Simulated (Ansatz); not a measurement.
# Grüneisen parameters and expansion of BeGe (hypothetical, P4/mmm), part 2 of 5

Which modes of BeGe (hypothetical) drive its thermal expansion? The crystal structure is hypothetical: it was made by swapping elements on a known structure type.

Ansatz 0.2.0; DFT PBEsol, scalar-relativistic, plane waves, PAW.

So far. Step 2 (A first coarse run): The start is under 18 GPa at this level and looks like a metal on this mesh.

### 4. Relaxation

The vibrations must be taken about the equilibrium of this functional, not about the starting cell, so the structure is relaxed.

input.yaml reads:

```yaml
crystal:
  lattice:
    - [2.7594808993, 0.0, 0.0]
    - [0.0, 2.7594808993, 0.0]
    - [0.0, 0.0, 3.4781723327]
  atoms:
    - { symbol: Be, position: [0.0, 0.0, 0.0] }
    - { symbol: Ge, position: [0.5, 0.5, 0.5] }
kpoints:
  mp_grid: { grid: [16, 16, 12] }
hamiltonian:
  xc: pbesol
scf:
  occupations: { method: gaussian, width: 0.1 }
output:
  forces: true
  stress: true
  eigenvalues: true
  write_density: true
  write_potential: true
  elf: true
  volumetric_format: npy
relax:
  adjacent_minimum: "off"
  f_tol: 0.005
  max_steps: 80
  cell: { stress_tol: 0.05 }
```

Command:

```
ansatz run input.yaml --threads 4 --pin off --max-ram 8192MiB --backend cpu --events-out ev --progress --plain --runs-dir out
```

Numbers of over 12 decimals in the logs are rounded to 6 here.

The log of the run:

```text
[...]
Crystal: 2 atoms, lattice volume = 26.485 Å³
Basis set: ecut = 420 eV, 535 PW (Γ), exchange–correlation on 40×40×48 points (8 copies of the dense FFT grid, shifted against one another)
Bands: 12, of which v1, the nominal top of the filled ones, is band 8 counted from 1 (7 counted from 0)
Symmetry: 16 space group operations
[...]
k-points: 315 of 3072
[...]
SCF iter   1: F=—  HF=-4342.913852 eV  |F-HF|=—  |Δ(HF+E_count)|=         —  Δρ=2.20e-3  dr2=9.99e-4  ethr=1.77e-3  ⟨swp⟩=5.2  Hψ=21957  notcnv=0
[...]
SCF iter   6: F=-4342.913218 eV  HF=-4342.913218 eV  |F-HF|=1.54e-8  |Δ(HF+E_count)|=   3.90e-8  Δρ=7.29e-6  dr2=1.13e-8  ethr=5.83e-10  ⟨swp⟩=5.5  Hψ=20604  notcnv=0
SCF 1 converged in 6 iterations: F = -4342.913218 eV  dr2 = 1.13e-8
[...]
relax step   1: F+E_penalty+E_count = -4342.91321802 eV  Δ(F+E_penalty+E_count) = +0.000e0 eV  max|allowed force component| = 1.750e-30 eV/Å  Δτ_max = 0.0000 Å  P = +0.398 GPa  Ω = 26.485 Å³  (6 SCF iters, dr2 threshold 1.00e-7 eV, accepted)
Crystal: 2 atoms, lattice volume = 26.617 Å³
[...]
SCF iter   3: F=-4342.913328 eV  HF=-4342.913328 eV  |F-HF|=7.08e-8  |Δ(HF+E_count)|=   6.75e-8  Δρ=2.85e-5  dr2=1.07e-7  ethr=1.25e-9  ⟨swp⟩=8.0  Hψ=25468  notcnv=0
SCF 2 converged in 3 iterations: F = -4342.913328 eV  dr2 = 1.07e-7
relax step   2: F+E_penalty+E_count = -4342.91332776 eV  Δ(F+E_penalty+E_count) = -1.097e-4 eV  max|allowed force component| = 3.180e-30 eV/Å  Δτ_max = 0.0000 Å  P = -0.057 GPa  Ω = 26.617 Å³  energy of the carried Pulay correction = -2.941e-5 eV  (3 SCF iters, dr2 threshold 2.00e-7 eV, accepted)
Crystal: 2 atoms, lattice volume = 26.601 Å³
[...]
SCF iter   3: F=-4342.913335 eV  HF=-4342.913335 eV  |F-HF|=1.70e-9  |Δ(HF+E_count)|=   4.73e-9  Δρ=5.67e-6  dr2=4.22e-9  ethr=9.66e-11  ⟨swp⟩=6.0  Hψ=15895  notcnv=0
SCF 3 converged in 3 iterations: F = -4342.913335 eV  dr2 = 4.22e-9
relax step   3: F+E_penalty+E_count = -4342.91333472 eV  Δ(F+E_penalty+E_count) = -6.959e-6 eV  max|allowed force component| = 1.149e-29 eV/Å  Δτ_max = 0.0000 Å  P = -0.001 GPa  Ω = 26.601 Å³  energy of the carried Pulay correction = -2.561e-5 eV  (3 SCF iters, dr2 threshold 1.77e-8 eV, accepted)
[...]
SCF iter   5: F=-4342.913359 eV  HF=-4342.913359 eV  |F-HF|=0.00e0  |Δ(HF+E_count)|=  1.00e-11  Δρ=1.15e-7  dr2=1.18e-12  ethr=1.00e-12  ⟨swp⟩=4.9  Hψ=13230  notcnv=0
SCF 4 converged in 5 iterations: F = -4342.913359 eV  dr2 = 1.18e-12
relax step   4: F+E_penalty+E_count = -4342.91335929 eV  Δ(F+E_penalty+E_count) = -2.457e-5 eV  max|allowed force component| = 1.159e-29 eV/Å  Δτ_max = 0.0000 Å  P = -0.001 GPa  Ω = 26.601 Å³  stress off target by 2.09e-2 GPa  SCF on the basis re-selected at this cell (its energy is not comparable with the rows above)  (5 SCF iters)
[...]
SCF converged after 5 iterations
Free energy (F): -4342.913359 eV
[...]
Internal energy: -4342.910668 eV  (E = F + TS)
E sigma→0 (E₀):  -4342.912013 eV
Entropy (-TS):   -0.002692 eV (-1.346 meV/atom)
Fermi energy:    10.631653 eV
[...]
--- Stress (GPa, compression-positive) ---
       -0.011511       0.000000       0.000000
        0.000000      -0.011511       0.000000
        0.000000       0.000000       0.020913
  P = ⅓ Tr σ = -0.0007 GPa (-0.007 kbar)
--- Band table (eV; the first three rows and the last of 315) ---
  k-point 0: bands = [... 4 lower, -13.9827, -2.7609, 8.1080, 11.7535, 14.2850, 14.2850, 18.6206, 19.7814]
  k-point 1: bands = [... 4 lower, -13.9831, -2.6938, 7.3852, 12.6171, 14.3708, 14.3708, 18.6984, 19.8168]
  k-point 2: bands = [... 4 lower, -13.9843, -2.4966, 6.0627, 14.3461, 14.6274, 14.6274, 18.9311, 19.9402]
  k-point 314: bands = [... 4 lower, -13.9143, 7.1745, 8.4792, 8.4792, 10.3732, 10.3732, 10.5527, 10.9718]
--- Relaxed structure (3 steps of the walk, 3 accepted, 1 SCFs on fresh bases) ---
[...]
cell:  # Å, volume = 26.6009 Å³
    - [2.763628, 0, 0.0]
    - [0, 2.763628, 0.0]
    - [0.0, 0.0, 3.482871]
  atoms:
    - { symbol: Be, position: [0, 0, 0.0] }
    - { symbol: Ge, position: [0.5, 0.5, 0.500000] }
```

The job ended after 6.8 s (4 threads of Arm Neoverse V1, shared host; peak memory 0.54 GiB).

Relaxation path:

| step | energy less that of the first step (eV) | largest force component (eV/Å) | pressure (GPa) | volume (Å³) |
| --- | --- | --- | --- | --- |
| 1 | 0.0000 | 0.0000 | 0.40 | 26.49 |
| 2 | -0.0001 | 0.0000 | -0.06 | 26.62 |
| 3 | -0.0001 | 0.0000 | 0.00 | 26.60 |
| 4* | -0.0001 | 0.0000 | 0.00 | 26.60 |

Relaxation steps marked * repeat the geometry before them on a plane-wave basis chosen anew for their cell, so energy and pressure can jump there.

The run keeps the 16 symmetry operations that it works with, so distortions that break them were not tested.

| conventional cell, symmetrised | before | after | change |
| --- | --- | --- | --- |
| a (Å) | 2.759 | 2.764 | +0.2 % |
| b (Å) | 2.759 | 2.764 | +0.2 % |
| c (Å) | 3.478 | 3.483 | +0.1 % |
| volume (Å³/atom) | 13.24 | 13.30 | +0.4 % |

The relaxed structure:

```
Be Ge
1.0
     2.76363    0.00000    0.00000
     0.00000    2.76363    0.00000
     0.00000    0.00000    3.48287
Be Ge
1 1
Cartesian
  0.0000 0.0000 0.0000
  1.3818 1.3818 1.7414
```

This step gave:

| Item | Value |
| --- | --- |
| pressure | -7.03e-4 GPa |
| volume per atom | 13.30 Å³ |

Valence density in the ac plane at fractional y = 0.000, with atoms of Be within 0.2 Å of it. It is the smooth field of the valence electrons, not physical close to the nuclei.

Values in e/Å³, 17 rows by 14 columns, each cell a mean:
```
0.08 0.10 0.15 0.19 0.19 0.18 0.16 0.16 0.16 0.18 0.19 0.19 0.15 0.10
0.14 0.16 0.19 0.20 0.19 0.18 0.17 0.17 0.17 0.18 0.19 0.20 0.19 0.16
0.19 0.19 0.20 0.20 0.20 0.19 0.18 0.18 0.18 0.19 0.20 0.20 0.20 0.19
0.19 0.19 0.19 0.20 0.20 0.20 0.20 0.20 0.20 0.20 0.20 0.20 0.19 0.19
0.17 0.17 0.18 0.19 0.20 0.21 0.21 0.22 0.21 0.21 0.20 0.19 0.18 0.17
0.15 0.15 0.16 0.18 0.20 0.22 0.23 0.24 0.23 0.22 0.20 0.18 0.16 0.15
0.13 0.14 0.15 0.17 0.20 0.23 0.25 0.27 0.25 0.23 0.20 0.17 0.15 0.14
0.12 0.13 0.15 0.17 0.20 0.24 0.27 0.30 0.27 0.24 0.20 0.17 0.15 0.13
0.12 0.13 0.15 0.17 0.20 0.24 0.28 0.30 0.28 0.24 0.20 0.17 0.15 0.13
0.13 0.13 0.15 0.17 0.20 0.23 0.26 0.27 0.26 0.23 0.20 0.17 0.15 0.13
0.15 0.15 0.16 0.18 0.20 0.22 0.23 0.24 0.23 0.22 0.20 0.18 0.16 0.15
0.17 0.17 0.18 0.19 0.20 0.21 0.21 0.22 0.21 0.21 0.20 0.19 0.18 0.17
0.19 0.19 0.19 0.20 0.20 0.20 0.20 0.20 0.20 0.20 0.20 0.20 0.19 0.19
0.19 0.19 0.20 0.20 0.20 0.19 0.18 0.18 0.18 0.19 0.20 0.20 0.20 0.19
0.15 0.16 0.19 0.20 0.19 0.18 0.17 0.17 0.17 0.18 0.19 0.20 0.19 0.16
0.08 0.10 0.16 0.19 0.19 0.18 0.16 0.16 0.16 0.18 0.19 0.19 0.16 0.10
0.04 0.07 0.14 0.18 0.19 0.17 0.16 0.16 0.16 0.17 0.19 0.18 0.14 0.07
```
Columns run along a (2.8 Å), rows up along c (3.5 Å). Atoms in or near the plane, at fractional coordinates: Be at (0.00, 0.00).

Electrostatic potential energy in the ac plane at fractional y = 0.000, with atoms of Be within 0.2 Å of it. With pseudopotentials it is smooth inside the atoms' cores, unlike the true potential.

Ten even steps from '0' (-37 eV) to '9' (12 eV):
```
00258999998520
12468999998642
45689999999865
78889999999888
99999999999999
99999999999999
99999999999999
99999999999999
99999999999999
99999999999999
99999999999999
99999999999999
99999999999999
78889999999888
45689999999865
12468999998642
00258999998520
00157999997510
```
Columns run along a (2.8 Å; values clipped at the 3rd and 97th percentile), rows up along c (3.5 Å). Atoms in or near the plane, at fractional coordinates: Be at (0.00, 0.00).

ELF in the ac plane at fractional y = 0.000, with atoms of Be within 0.2 Å of it. It is the smooth field of the valence electrons, not physical close to the nuclei.

Ten even steps from '0' (0.00) to '9' (0.50):
```
00048988898400
00379988899730
34699998999964
67899988899987
77888888888887
56677788877766
44556777776554
33456777776543
23346677766433
33456777776543
44556777776554
56677788877766
77888888888887
67899988899987
34699998999964
00379988899730
00048988898400
00037888887300
```
Columns run along a (2.8 Å), rows up along c (3.5 Å). Atoms in or near the plane, at fractional coordinates: Be at (0.00, 0.00).

### 5. Tight relaxation

The relaxation is repeated with tighter thresholds on force and stress, since phonons are sensitive to what is left; a change of mesh or smearing in the input moves the cell too.

input.yaml, the sections that differ from step 4:

```yaml
crystal:
  lattice:
    - [2.7636275094, 0.0, 0.0]
    - [0.0, 2.7636275094, 0.0]
    - [0.0, 0.0, 3.4828712401]
  atoms:
    - { symbol: Be, position: [0.0, 0.0, 0.0] }
    - { symbol: Ge, position: [0.5, 0.5, 0.5] }
scf:
  occupations: { method: methfessel_paxton, width: 0.2 }
relax:
  adjacent_minimum: "off"
  f_tol: 0.001
  max_steps: 60
  cell: { stress_tol: 0.01 }
# kpoints, hamiltonian, output: as in step 4
```

The log of the run:

```text
[...]
Crystal: 2 atoms, lattice volume = 26.601 Å³
Basis set: ecut = 420 eV, 535 PW (Γ), exchange–correlation on 40×40×48 points (8 copies of the dense FFT grid, shifted against one another)
Bands: 12, of which v1, the nominal top of the filled ones, is band 8 counted from 1 (7 counted from 0)
Symmetry: 16 space group operations
[...]
k-points: 315 of 3072
[...]
SCF iter   1: F=—  HF=-4342.912210 eV  |F-HF|=—  |Δ(HF+E_count)|=         —  Δρ=2.22e-3  dr2=1.08e-3  ethr=1.77e-3  ⟨swp⟩=5.2  Hψ=46940  notcnv=0  defer=100
[...]
SCF iter   5: F=-4342.911626 eV  HF=-4342.911626 eV  |F-HF|=4.61e-8  |Δ(HF+E_count)|=   3.81e-6  S|Δr|=    0.00e0  Δρ=1.16e-5  dr2=6.52e-8  ethr=6.25e-10  ⟨swp⟩=8.0  Hψ=28556  notcnv=0
SCF 1 converged in 5 iterations: F = -4342.911626 eV  dr2 = 6.52e-8
[...]
relax step   1: F+E_penalty+E_count = -4342.91162600 eV  Δ(F+E_penalty+E_count) = +0.000e0 eV  max|allowed force component| = 4.758e-30 eV/Å  Δτ_max = 0.0000 Å  P = -0.013 GPa  Ω = 26.601 Å³  (5 SCF iters, dr2 threshold 1.00e-7 eV, accepted)
Crystal: 2 atoms, lattice volume = 26.598 Å³
Bands: 16, of which v1, the nominal top of the filled ones, is band 8 counted from 1 (7 counted from 0)
[...]
SCF iter   3: F=-4342.911627 eV  HF=-4342.911627 eV  |F-HF|=6.28e-11  |Δ(HF+E_count)|=   1.17e-9  S|Δr|=    0.00e0  Δρ=5.99e-6  dr2=4.77e-9  ethr=3.84e-11  ⟨swp⟩=6.4  Hψ=19788  notcnv=0
SCF 2 converged in 3 iterations: F = -4342.911627 eV  dr2 = 4.77e-9
relax step   2: F+E_penalty+E_count = -4342.91162689 eV  Δ(F+E_penalty+E_count) = -8.910e-7 eV  max|allowed force component| = 1.165e-28 eV/Å  Δτ_max = 0.0000 Å  P = -0.001 GPa  Ω = 26.598 Å³  energy of the carried Pulay correction = +3.994e-7 eV  (3 SCF iters, dr2 threshold 6.14e-9 eV, accepted)
[...]
SCF iter   2: F=-4342.911629 eV  HF=-4342.911629 eV  |F-HF|=3.37e-11  |Δ(HF+E_count)|=   2.84e-5  S|Δr|=    0.00e0  Δρ=2.92e-6  dr2=1.03e-9  ethr=5.61e-11  ⟨swp⟩=4.4  Hψ=21314  notcnv=0
SCF 3 converged in 2 iterations: F = -4342.911629 eV  dr2 = 1.03e-9
relax step   3: F+E_penalty+E_count = -4342.91162911 eV  Δ(F+E_penalty+E_count) = -2.221e-6 eV  max|allowed force component| = 1.750e-30 eV/Å  Δτ_max = 0.0000 Å  P = -0.004 GPa  Ω = 26.598 Å³  energy of the carried Pulay correction = +4.632e-7 eV  (2 SCF iters, dr2 threshold 8.98e-9 eV, accepted)
[...]
SCF iter   1: F=—  HF=-4342.911657 eV  |F-HF|=—  |Δ(HF+E_count)|=         —  Δρ=2.99e-6  dr2=1.12e-9  ethr=1.87e-7  ⟨swp⟩=2.2  Hψ=36731  notcnv=0
eigensolver tolerance schedule: the retry pair's looser diagonalisation over-reported the residual by 26869.38 of it (diagonalisation noise at an unbounded share of the residual, at the tolerance the schedule requests for it); recorded, not acted on — ethr = c·dr2/N_el stays at c = 1.0e-1
SCF iter   2: F=—  HF=-4342.911629 eV  |F-HF|=—  |Δ(HF+E_count)|=   2.85e-5  S|Δr|=    0.00e0  Δρ=1.53e-6  dr2=3.44e-10  ethr=6.97e-12  ⟨swp⟩=2.5  Hψ=7944  notcnv=0
[...]
SCF iter   5: F=-4342.911629 eV  HF=-4342.911629 eV  |F-HF|=1.82e-12  |Δ(HF+E_count)|=    0.00e0  S|Δr|=    0.00e0  Δρ=3.91e-8  dr2=6.21e-13  ethr=1.00e-12  ⟨swp⟩=4.0  Hψ=13437  notcnv=0
SCF 4 converged in 5 iterations: F = -4342.911629 eV  dr2 = 6.21e-13
relax step   4: F+E_penalty+E_count = -4342.91162871 eV  Δ(F+E_penalty+E_count) = +3.979e-7 eV  max|allowed force component| = 3.155e-30 eV/Å  Δτ_max = 0.0000 Å  P = -0.004 GPa  Ω = 26.598 Å³  stress off target by 4.09e-3 GPa  SCF on the basis re-selected at this cell (its energy is not comparable with the rows above)  (5 SCF iters)
basis re-selected at this cell: Δ(F+E_penalty+E_count) = +3.979e-7 eV, ΔP = -0.000 GPa vs the last step (what re-selecting the basis moved, of the pressure what is left beyond the Pulay correction that the steps carried, after the strain that the cell walked since its last selection, with what the two solves' SCF thresholds leave and, on support functions, any second-order correction that the steps lacked; it is no m [...]
SCF converged after 5 iterations
Stability not checked: this state was not tested for a lower state beside it, because cold or Methfessel-Paxton smearing, or corrected tetrahedra, fill the levels in a way that the test cannot read (fill_not_monotonic; see scf.lower_state_search)
Free energy (F): -4342.911629 eV
[...]
Internal energy: -4342.912658 eV  (E = F + TS)
E sigma→0 (E₀):  -4342.911886 eV
Entropy (-TS):   0.001029 eV (0.514 meV/atom)
Fermi energy:    10.626990 eV
[...]
--- Stress (GPa, compression-positive) ---
       -0.003309       0.000000       0.000000
        0.000000      -0.003309       0.000000
        0.000000       0.000000      -0.004089
  P = ⅓ Tr σ = -0.0036 GPa (-0.036 kbar)
--- Band table (eV; the first three rows and the last of 315) ---
  k-point 0: bands = [... 4 lower, -13.9817, -2.7608, 8.1029, 11.7469, 14.2924, 14.2924, 18.6269, 19.7912, ... 4 higher]
  k-point 1: bands = [... 4 lower, -13.9822, -2.6938, 7.3807, 12.6099, 14.3781, 14.3781, 18.7047, 19.8265, ... 4 higher]
  k-point 2: bands = [... 4 lower, -13.9833, -2.4968, 6.0592, 14.3383, 14.6346, 14.6346, 18.9373, 19.9491, ... 4 higher]
  k-point 314: bands = [... 4 lower, -13.9132, 7.1782, 8.4798, 8.4798, 10.3753, 10.3753, 10.5573, 10.9748, ... 4 higher]
--- Relaxed structure (3 steps of the walk, 3 accepted, 1 SCFs on fresh bases) ---
[...]
cell:  # Å, volume = 26.5980 Å³
    - [2.763086, 0.0, 0.0]
    - [0.0, 2.763086, 0.0]
    - [0.0, 0.0, 3.483861]
  atoms:
    - { symbol: Be, position: [0.0, 0, 0.0] }
    - { symbol: Ge, position: [0.5, 0.5, 0.500000] }
```

Wall time 7.3 s (4 threads); peak memory 0.58 GiB; 27 s of CPU time.

Little changed from the start: no atom moved by 0.005 Å and no cell edge by 0.1 %.

Numbers from this step:

```
pressure : -0.003569 GPa
```

Electrostatic potential energy in the ac plane at fractional y = 0.000, with atoms of Be within 0.2 Å of it. With pseudopotentials it is smooth inside the atoms' cores, unlike the true potential.

Ten even steps from '_' (-37 eV) to '@' (12 eV):
```
____::++%%@@@@@@@@@@%%++::__
..::==**%%@@@@@@@@@@%%**==::
==++**%%@@@@@@@@@@@@@@%%**++
##%%%%%%@@@@@@@@@@@@@@%%%%%%
@@@@@@@@@@@@@@@@@@@@@@@@@@@@
@@@@@@@@@@@@@@@@@@@@@@@@@@@@
@@@@@@@@@@@@@@@@@@@@@@@@@@@@
@@@@@@@@@@@@@@@@@@@@@@@@@@@@
@@@@@@@@@@@@@@@@@@@@@@@@@@@@
@@@@@@@@@@@@@@@@@@@@@@@@@@@@
@@@@@@@@@@@@@@@@@@@@@@@@@@@@
@@@@@@@@@@@@@@@@@@@@@@@@@@@@
@@@@@@@@@@@@@@@@@@@@@@@@@@@@
##%%%%%%@@@@@@@@@@@@@@%%%%%%
==++**%%@@@@@@@@@@@@@@%%**++
..::==**%%@@@@@@@@@@%%**==::
____::++%%@@@@@@@@@@%%++::__
____..++##@@@@@@@@@@##++..__
```
Columns run along a (2.8 Å; values clipped at the 3rd and 97th percentile), rows up along c (3.5 Å). Atoms in or near the plane, at fractional coordinates: Be at (0.00, 0.00).

ELF in the ac plane at fractional y = 0.000, with atoms of Be within 0.2 Å of it. It is the smooth field of the valence electrons, not physical close to the nuclei.

Ten even steps from '_' (0.00) to '@' (0.50):
```
______==%%@@%%%%%%@@%%==____
____--##@@@@%%%%%%@@@@##--__
--==**@@@@@@@@%%@@@@@@@@**==
**##%%@@@@@@%%%%%%@@@@@@%%##
####%%%%%%%%%%%%%%%%%%%%%%##
++****######%%%%%%######****
====++++**##########**++++==
----==++**##########**++==--
::----==****######****==----
----==++**##########**++==--
====++++**##########**++++==
++****######%%%%%%######****
####%%%%%%%%%%%%%%%%%%%%%%##
**##%%@@@@@@%%%%%%@@@@@@%%##
--==**@@@@@@@@%%@@@@@@@@**==
____--##@@@@%%%%%%@@@@##--__
______==%%@@%%%%%%@@%%==____
______--##%%%%%%%%%%##--____
```
Columns run along a (2.8 Å), rows up along c (3.5 Å). Atoms in or near the plane, at fractional coordinates: Be at (0.00, 0.00).

Valence density in the ac plane at fractional y = 0.000, with atoms of Be within 0.2 Å of it. It is the smooth field of the valence electrons, not physical close to the nuclei.

Values in e/Å³, 17 rows by 14 columns, each cell a mean:
```
0.08 0.10 0.15 0.19 0.19 0.18 0.16 0.16 0.16 0.18 0.19 0.19 0.15 0.10
0.14 0.16 0.19 0.20 0.19 0.18 0.17 0.17 0.17 0.18 0.19 0.20 0.19 0.16
0.19 0.19 0.20 0.20 0.20 0.19 0.18 0.18 0.18 0.19 0.20 0.20 0.20 0.19
0.19 0.19 0.19 0.20 0.20 0.20 0.20 0.20 0.20 0.20 0.20 0.20 0.19 0.19
0.17 0.17 0.18 0.19 0.20 0.21 0.21 0.22 0.21 0.21 0.20 0.19 0.18 0.17
0.15 0.15 0.16 0.18 0.20 0.22 0.23 0.24 0.23 0.22 0.20 0.18 0.16 0.15
0.13 0.14 0.15 0.17 0.20 0.23 0.25 0.27 0.25 0.23 0.20 0.17 0.15 0.14
0.12 0.13 0.15 0.17 0.20 0.24 0.28 0.30 0.28 0.24 0.20 0.17 0.15 0.13
0.12 0.13 0.15 0.17 0.20 0.24 0.28 0.30 0.28 0.24 0.20 0.17 0.15 0.13
0.13 0.13 0.15 0.17 0.20 0.23 0.26 0.27 0.26 0.23 0.20 0.17 0.15 0.13
0.15 0.15 0.16 0.18 0.20 0.22 0.23 0.24 0.23 0.22 0.20 0.18 0.16 0.15
0.17 0.17 0.18 0.19 0.20 0.21 0.21 0.22 0.21 0.21 0.20 0.19 0.18 0.17
0.19 0.19 0.19 0.20 0.20 0.20 0.20 0.20 0.20 0.20 0.20 0.20 0.19 0.19
0.19 0.19 0.20 0.20 0.20 0.19 0.18 0.18 0.18 0.19 0.20 0.20 0.20 0.19
0.15 0.16 0.19 0.20 0.19 0.18 0.17 0.17 0.17 0.18 0.19 0.20 0.19 0.16
0.08 0.10 0.16 0.19 0.19 0.18 0.16 0.16 0.16 0.18 0.19 0.19 0.16 0.10
0.04 0.07 0.14 0.18 0.19 0.17 0.16 0.16 0.16 0.17 0.19 0.18 0.14 0.07
```
Columns run along a (2.8 Å), rows up along c (3.5 Å). Atoms in or near the plane, at fractional coordinates: Be at (0.00, 0.00).

The residual pressure is -0.0036 GPa, small enough for phonons.

[end of part 2 of 5]

[Logs are printed without paths, hosts, clocks, repeated set-up lines and the standing remarks that a program may print on its own settings, such as how far it seeks lower states.]

[Hosts, paths, dates, database ids (printed as entryN), source tags and the programs' standing remarks are cut or masked in the printed files.]

[A step with changed settings may run another functional than the one named; its input shows which.]


